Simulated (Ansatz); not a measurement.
# PN (hypothetical, Fm-3m): a volume series of phonon spectra

Wanted: mode Grüneisen parameters of PN (hypothetical) and a free-energy fit over volumes. The crystal structure is hypothetical: it was made by swapping elements on a known structure type.

Calculated with Ansatz 0.2.0; DFT PBE, scalar-relativistic, plane waves, PAW.

## (1) The starting structure

It takes space group R-3m (No. 166, trigonal). Conventional cell: a = 3.070 Å, b = 3.070 Å, c = 8.266 Å, α = 90.00°, β = 90.00°, γ = 120.00°. Nearest to P lie 6 N at 2.25 Å. Nearest to N lie 6 P at 2.25 Å. Farther neighbours and most contacts between anions are not listed.

## (2) A first coarse run

Before spending time, one coarse run tells the gap and the pressure of the starting cell.

input.yaml

```yaml
crystal:
  lattice:
    - [1.5352, 0.88635, 2.75527]
    - [-1.5352, 0.88635, 2.75527]
    - [0.0, -1.7727, 2.75527]
  atoms:
    - { symbol: P, position: [0.5, 0.5, 0.5] }
    - { symbol: "N", position: [0.0, 0.0, 0.0] }
kpoints:
  mp_grid: { grid: [9, 9, 9] }
hamiltonian:
  xc: pbe
scf:
  occupations: { method: gaussian, width: 0.1 }
output:
  forces: true
  stress: true
  eigenvalues: true
```

Launch:

```bash
ansatz run input.yaml --threads 4 --pin off --max-ram 8192MiB --backend cpu --events-out ev --progress --plain --runs-dir out
```

Numbers of over 12 decimals in the logs are rounded to 6 here.

Output:

```text
Engine: ansatz 0.2.0, aarch64-unknown-linux-gnu
Pseudopotentials: kind: paw
Pseudopotential: P, paw, valence charge 5, recommended cutoff 420 eV (normal), P.paw.azcp
Pseudopotential: N, paw, valence charge 5, recommended cutoff 420 eV (normal), N.paw.azcp
Functional definition: PBE
  parameter kappa = 0.804
  parameter beta = 0.066725
  exchange = pbe_x(kappa = kappa, mu = beta*pi^2/3)
  correlation = pbe_c(beta = beta)
Crystal: 2 atoms, lattice volume = 22.495 Å³
Basis set: ecut = 420 eV, 453 PW (Γ), exchange–correlation on 48×48×48 points (8 copies of the dense FFT grid, shifted against one another)
Bands: 9, of which v1, the nominal top of the filled ones, is band 5 counted from 1 (4 counted from 0)
Symmetry: 12 space group operations
Space group: R-3m (ITA 166), of the structure as read, at distance tolerance 2.8e-5 Å
k-points: 85 of 729
Non-local potential: P, projectors of the file, l = 0: 2, l = 1: 2, l = 2: 2
Non-local potential: N, projectors of the file, l = 0: 2, l = 1: 2, l = 2: 1
PAW form: soft (Blöchl's): semilocal exchange-correlation on the pseudo side does not see the compensation charge
PAW one-centre angular grid: P, 110 points (default); XC on 64 Gauss nodes
PAW one-centre angular grid: N, 110 points (default); XC on 64 Gauss nodes
Initial density: superposition of atomic densities (neutral atoms: chi_scale 0, normalization atom), corrected by the library's trained network
Initial wavefunctions: pseudopotential atomic-orbital guess
Functional: x = pbe(κ = 0.804, μ = 0.219515), c = pbe(β = 0.066725)
SCF iter   1: F=—  HF=-1137.252632 eV  |F-HF|=—  |Δ(HF+E_count)|=         —  Δρ=4.28e-3  dr2=2.54e-3  ethr=1.77e-3  ⟨swp⟩=6.3  Hψ=5977  notcnv=0
preconditioner: auto → none  [insulator: Δε(μ)=0.136 eV  Ē_g=12.092 eV  σ=0.100 eV  W_gap=0.65  n_scr=2 (ndim 8)  ℏωp=24.8 eV  f_vac=0.000  D(μ)=0.36/eV (n_scr^D=0)  ε∞_Penn≈5.2]
SCF iter   2: F=—  HF=-1137.252325 eV  |F-HF|=—  |Δ(HF+E_count)|=   3.07e-4  Δρ=2.04e-3  dr2=6.58e-4  ethr=2.54e-5  ⟨swp⟩=1.3  Hψ=1495  notcnv=0
SCF iter   3: F=—  HF=-1137.252288 eV  |F-HF|=—  |Δ(HF+E_count)|=   3.70e-5  Δρ=1.18e-4  dr2=1.01e-6  ethr=6.58e-6  ⟨swp⟩=2.0  Hψ=1007  notcnv=0
SCF iter   4: F=—  HF=-1137.252289 eV  |F-HF|=—  |Δ(HF+E_count)|=   5.62e-7  Δρ=2.79e-5  dr2=1.72e-7  ethr=1.01e-8  ⟨swp⟩=2.2  Hψ=1181  notcnv=0
iter 5 did not close the SCF: its close was put off for the readings that it lacked (scf_convergence_deferred on its scf_iter line)
SCF iter   5: F=-1137.252289 eV  HF=-1137.252289 eV  |F-HF|=4.81e-9  |Δ(HF+E_count)|=   2.77e-8  Δρ=5.29e-6  dr2=7.63e-9  ethr=1.72e-9  ⟨swp⟩=2.0  Hψ=1105  notcnv=0
SCF iter   6: F=-1137.252289 eV  HF=-1137.252289 eV  |F-HF|=1.45e-10  |Δ(HF+E_count)|=  1.33e-10  Δρ=1.07e-6  dr2=2.57e-10  ethr=7.63e-11  ⟨swp⟩=3.4  Hψ=3612  notcnv=0
SCF 1 converged in 6 iterations: F = -1137.252289 eV  dr2 = 2.57e-10
  greatest PAW one-centre occupation: 0.870 electrons in one spin orbital (limit 2), on the P atom at site 0 (counted from 0), in its partial waves of l = 0
SCF converged after 6 iterations
Free energy (F): -1137.252289 eV
Harris-Foulkes:  -1137.252289 eV  (|F-HF|=1.45e-10)
Internal energy: -1137.250562 eV  (E = F + TS)
E sigma→0 (E₀):  -1137.251426 eV
Entropy (-TS):   -0.001727 eV (-0.863 meV/atom)
Fermi energy:    10.289006 eV
--- Per-component energies (eV) ---
  E_band       = 27.549699
  E_kinetic    = 191.230108
  E_local      = -191.411315  (includes V_loc(G=0)·N_el)
  E_nonlocal   = 79.634863
  E_hartree    = 53.466432
  E_xc         = -118.963295
  E_vxc        = -133.896266  (∫ρ·V_xc dr)
  E_paw        = -695.022039  (= ΣΔE_a)
  E_vpaw       = -24.940492  (= ΣTr[D̂ρ^β])
  E_aug_tail   = 0.000087  (compensation charges beyond the density's cutoff)
  E_ewald      = -456.185404
  E_smearing   = -0.001727  (= −TS)
  E_closure    = 0.000000  (closes the sum)
  Σ components = -1137.252289   (vs F -1137.252289, Δ=0.00e0)
--- Forces (eV/Å), atoms counted from 1 ---
  atom   1  P      0.00000000     0.00000000     0.00000000
  atom   2  N     -0.00000000     0.00000000     0.00000000
  max |Σ_I F_I| component: 1.05e-30 eV/Å
--- Stress (GPa, compression-positive) ---
       -9.496672      -0.000000      -0.000000
       -0.000000      -9.496672       0.000000
       -0.000000       0.000000     -23.961152
  P = ⅓ Tr σ = -14.3182 GPa (-143.182 kbar)
--- Band table (eV; the first three rows and the last of 85) ---
  k-point 0: bands = ["-8.1872", "4.9559", "6.4937", "7.8648", "7.8648", "15.1220", "15.1220", "15.3970", "17.5084"]
  k-point 1: bands = ["-7.9626", "4.0382", "6.6503", "7.8177", "8.2059", "14.2802", "14.4206", "14.7437", "18.1165"]
  k-point 2: bands = ["-7.3044", "2.2284", "6.7359", "7.7259", "8.8025", "12.7524", "13.1096", "13.5146", "18.6557"]
  k-point 84: bands = ["-5.2545", "-2.3883", "6.5485", "7.6416", "10.2127", "11.8497", "12.3384", "13.9982", "20.3718"]
```

Run time: 0.37 s. Hardware: 4 threads of Arm Neoverse V2, shared host; peak memory 0.27 GiB; 1.1 s of CPU time.

Reading the cycles: dr2 is the Hartree energy of the density residual (eV), the measure of convergence; HF is the Harris–Foulkes estimate of the energy, which meets the free energy F at convergence.

This step gave:

| Quantity | Value |
| --- | --- |
| pressure | -14.32 GPa |
| volume per atom | 11.25 Å³ |
| gap on the k-mesh | 0 eV |

The start is under -14 GPa at this level and looks like a metal on this mesh.

## (3) A loose first relaxation

The start is far from rest, so a relaxation with loose thresholds first brings it near the minimum.

input.yaml: that of step 2 with these lines changed.

```diff
@@ -18 +18,6 @@
   eigenvalues: true
+relax:
+  adjacent_minimum: "off"
+  f_tol: 0.05
+  max_steps: 80
+  cell: { stress_tol: 0.5 }
```

Output:

```text
[...]
Crystal: 2 atoms, lattice volume = 22.495 Å³
Basis set: ecut = 420 eV, 453 PW (Γ), exchange–correlation on 48×48×48 points (8 copies of the dense FFT grid, shifted against one another)
Bands: 9, of which v1, the nominal top of the filled ones, is band 5 counted from 1 (4 counted from 0)
Symmetry: 12 space group operations
[...]
k-points: 85 of 729
[...]
SCF iter   1: F=—  HF=-1137.252628 eV  |F-HF|=—  |Δ(HF+E_count)|=         —  Δρ=4.28e-3  dr2=2.54e-3  ethr=1.77e-3  ⟨swp⟩=6.3  Hψ=5983  notcnv=0
[...]
SCF iter   6: F=-1137.252289 eV  HF=-1137.252289 eV  |F-HF|=1.37e-10  |Δ(HF+E_count)|=  8.41e-11  Δρ=1.05e-6  dr2=2.47e-10  ethr=7.39e-11  ⟨swp⟩=3.4  Hψ=3618  notcnv=0
SCF 1 converged in 6 iterations: F = -1137.252289 eV  dr2 = 2.47e-10
[...]
relax step   1: F+E_penalty+E_count = -1137.25228883 eV  Δ(F+E_penalty+E_count) = +0.000e0 eV  max|allowed force component| = 7.096e-30 eV/Å  Δτ_max = 0.0000 Å  P = -14.318 GPa  Ω = 22.495 Å³  (6 SCF iters, dr2 threshold 1.00e-7 eV, accepted)
Crystal: 2 atoms, lattice volume = 21.280 Å³
Basis set: ecut = 420 eV, 423 PW (Γ), exchange–correlation on 48×48×48 points (8 copies of the dense FFT grid, shifted against one another)
[...]
iter 1 solved again at ethr=1.37e-4 eV; its pass at ethr=3.10e-3 eV (dr2=1.37e-2 eV) is discarded
[...]
SCF iter   6: F=-1137.377085 eV  HF=-1137.377085 eV  |F-HF|=6.14e-12  |Δ(HF+E_count)|=   2.44e-9  Δρ=3.11e-7  dr2=1.78e-11  ethr=4.02e-11  ⟨swp⟩=2.5  Hψ=3293  notcnv=0
SCF 2 converged in 6 iterations: F = -1137.377085 eV  dr2 = 1.78e-11
[...]
relax step   2: F+E_penalty+E_count = -1137.37708512 eV  Δ(F+E_penalty+E_count) = -1.248e-1 eV  max|allowed force component| = 2.104e-30 eV/Å  Δτ_max = 0.0000 Å  P = -5.603 GPa  Ω = 21.280 Å³  energy of the carried Pulay correction = +2.876e-3 eV  (6 SCF iters, dr2 threshold 2.00e-7 eV, accepted)
Crystal: 2 atoms, lattice volume = 20.538 Å³
Basis set: ecut = 420 eV, 411 PW (Γ), exchange–correlation on 48×48×48 points (8 copies of the dense FFT grid, shifted against one another)
[...]
SCF iter   6: F=-1137.405155 eV  HF=-1137.405155 eV  |F-HF|=0.00e0  |Δ(HF+E_count)|=  3.56e-10  Δρ=1.71e-7  dr2=3.94e-12  ethr=1.21e-11  ⟨swp⟩=1.7  Hψ=2924  notcnv=0
SCF 3 converged in 6 iterations: F = -1137.405155 eV  dr2 = 3.94e-12
[...]
relax step   3: F+E_penalty+E_count = -1137.40515532 eV  Δ(F+E_penalty+E_count) = -2.807e-2 eV  max|allowed force component| = 2.054e-33 eV/Å  Δτ_max = 0.0000 Å  P = +0.644 GPa  Ω = 20.538 Å³  energy of the carried Pulay correction = +4.645e-3 eV  (6 SCF iters, dr2 threshold 2.00e-7 eV, accepted)
[...]
relax step   4: F+E_penalty+E_count = -1137.40534881 eV  Δ(F+E_penalty+E_count) = -1.935e-4 eV  max|allowed force component| = 6.179e-30 eV/Å  Δτ_max = 0.0000 Å  P = -0.038 GPa  Ω = 20.614 Å³  energy of the carried Pulay correction = +4.466e-3 eV  (6 SCF iters, dr2 threshold 2.00e-7 eV, accepted)
[...]
relax step   5: F+E_penalty+E_count = -1137.40319458 eV  Δ(F+E_penalty+E_count) = +2.154e-3 eV  max|allowed force component| = 4.339e-30 eV/Å  Δτ_max = 0.0000 Å  P = -0.245 GPa  Ω = 20.614 Å³  stress off target by 6.05e-1 GPa  SCF on the basis re-selected at this cell (its energy is not comparable with the rows above)  (6 SCF iters)
[...]
relax step   6: F+E_penalty+E_count = -1137.40334843 eV  Δ(F+E_penalty+E_count) = -1.538e-4 eV  max|allowed force component| = 1.849e-32 eV/Å  Δτ_max = 0.0000 Å  P = +0.002 GPa  Ω = 20.587 Å³  energy of the carried Pulay correction = +7.252e-5 eV  (6 SCF iters, dr2 threshold 2.00e-7 eV, accepted)
[...]
SCF iter   6: F=-1137.403299 eV  HF=-1137.403299 eV  |F-HF|=0.00e0  |Δ(HF+E_count)|=  2.27e-13  Δρ=7.66e-10  dr2=7.66e-17  ethr=1.00e-12  ⟨swp⟩=1.7  Hψ=2537  notcnv=0
SCF 7 converged in 6 iterations: F = -1137.403299 eV  dr2 = 7.66e-17
relax step   7: F+E_penalty+E_count = -1137.40329939 eV  Δ(F+E_penalty+E_count) = +4.905e-5 eV  max|allowed force component| = 1.578e-30 eV/Å  Δτ_max = 0.0000 Å  P = -0.002 GPa  Ω = 20.587 Å³  stress off target by 5.46e-3 GPa  SCF on the basis re-selected at this cell (its energy is not comparable with the rows above)  (6 SCF iters)
[...]
SCF converged after 6 iterations
Free energy (F): -1137.403299 eV
[...]
Internal energy: -1137.403123 eV  (E = F + TS)
E sigma→0 (E₀):  -1137.403211 eV
Entropy (-TS):   -0.000176 eV (-0.088 meV/atom)
Fermi energy:    12.222109 eV
[...]
--- Stress (GPa, compression-positive) ---
       -0.000774       0.000000      -0.000000
        0.000000      -0.000774       0.000000
       -0.000000       0.000000      -0.005456
  P = ⅓ Tr σ = -0.0023 GPa (-0.023 kbar)
--- Band table (eV; the first three rows and the last of 85) ---
[...]
--- Relaxed structure (5 steps of the walk, 5 accepted, 2 SCFs on fresh bases) ---
  F+E_penalty+E_count = -1137.40329939 eV   max|allowed force component| = 1.578e-30 eV/Å   (the final SCF, on the basis selected at the relaxed cell)
  cell:  # Å, volume = 20.5870 Å³
    - [1.538163, 0.888059, 2.511869]
    - [-1.538163, 0.888059, 2.511869]
    - [0, -1.776118, 2.511869]
  atoms:
    - { symbol: P, position: [0.5, 0.5, 0.500000] }
    - { symbol: N, position: [0, 0, 0] }
```

Elapsed: 2.5 s, on 4 threads; peak memory 0.29 GiB; 8.5 s of CPU time.

The steps of the relaxation:

```csv
step,energy less that of the first step (eV),largest force component (eV/Å),pressure (GPa),volume (Å³)
1,0.0000,0.0000,-14.32,22.49
2,-0.1248,0.0000,-5.60,21.28
3,-0.1529,0.0000,0.64,20.54
4,-0.1531,0.0000,-0.04,20.61
5*,-0.1509,0.0000,-0.24,20.61
6,-0.1511,0.0000,0.00,20.59
7*,-0.1510,0.0000,0.00,20.59
```

Relaxation steps marked * repeat the geometry before them on a plane-wave basis chosen anew for their cell, so energy and pressure can jump there.

Forces are held to the 12 operations that the run works with; a distortion that breaks them can't arise in this run.

```csv
cell as run,before,after,change
a (Å),3.276,3.076,-6.1 %
b (Å),3.276,3.076,-6.1 %
c (Å),3.276,3.076,-6.1 %
α (°),55.88,60.00,+7.4 %
β (°),55.88,60.00,+7.4 %
γ (°),55.88,60.00,+7.4 %
volume (Å³/atom),11.25,10.29,-8.5 %
```

The relaxed structure:

```xyz
2
Lattice="1.5382 0.8881 2.5119 -1.5382 0.8881 2.5119 0.0000 -1.7761 2.5119" Properties=species:S:1:pos:R:3 pbc="T T T"
P     0.0000    0.0000    3.7678
N     0.0000    0.0000    0.0000
```

This step gave:

```yaml
pressure: -0.002334 GPa
volume_per_atom: 10.29 Å³
gap_on_the_k_mesh: 0.3488 eV
```

The relaxation ends with a pressure of 0.00 GPa.

(Continued in part 2 of 4.)

[Logs are printed without paths, hosts, clocks, repeated set-up lines and the standing remarks that a program may print on its own settings, such as how far it seeks lower states.]

[Hosts, paths, dates, database ids (printed as entryN), source tags and the programs' standing remarks are cut or masked in the printed files.]

[A step with changed settings may run another functional than the one named; its input shows which.]

[Of the runs on displaced cells, only some may be shown.]
